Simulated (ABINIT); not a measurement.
```xyz
2
Lattice="0.000 2.037 2.037 2.037 0.000 2.037 2.037 2.037 0.000" Properties=species:S:1:pos:R:3 pbc="T T T" subject="LiH (Fm-3m): G0W0 with ABINIT, start to end" method="RPA screening on PBE, plane waves, norm-conserving pseudopotentials (and 2 further levels or steps)" program="ABINIT 10.8.3" settings="cutoff 33 Ha, PseudoDojo scalar-relativistic 0.4.1 standard, norm-conserving, potential set dojo-sr-pbe-0.4.1-standard, ngkpt (6, 6, 6), nband 127, ecuteps 9.6 Ha, inclvkb 2, shiftk (0, 0, 0), symchi 1, awtr 1, frequency ppm, 6×6×6 k-mesh" cost="5 runs, 44 s in all on 4 MPI ranks of Arm Neoverse V2, shared host" notes="The database entry behind the starting cell differs from other determinations of this structure. The cell and positions come from the Crystallography Open Database and are kept as given unless a step says otherwise." pbe_gap="3.02 eV, direct" g0w0_gap_on_the_mesh="4.96 eV" gw_settings="6×6×6 mesh, 127 bands, screening to 261.2 eV, Godby-Needs plasmon pole" known_limits="short of the basis limit"
Li    0.000    0.000    0.000
H     2.037    2.037    2.037
```

[Long decimals in the printed logs are rounded to 6 places.]

[Logs are printed without paths, hosts, clocks, repeated set-up lines and the standing remarks that a program may print on its own settings, such as how far it seeks lower states.]

[Paths, hosts, dates, memory and timing lines, banners, echoed tables and standing remarks are left out of the program output; an Ansatz launch command may be rebuilt from the run's recorded settings. Measured values are a selection of at most five: reports struck by readers or far from the other reports are left out. None is set beside runs whose start may be inverted or whose files or cutoffs have a known fault.]

[Runs of the session that timed out or met a known fault of the program may be left out.]

[Hosts, paths, dates, database ids (printed as entryN), source tags and the programs' standing remarks are cut or masked in the printed files.]

[G0W0 gaps are taken among the corrected bands and points alone; a level outside them can change the order at an edge.]

[Where Ansatz stands beside ABINIT at settings called matched, ABINIT's density can come from a denser mesh and the files from another edition; pairs whose starting gaps differed by over 0.03 eV were left out, so agreement reads better than it is.]
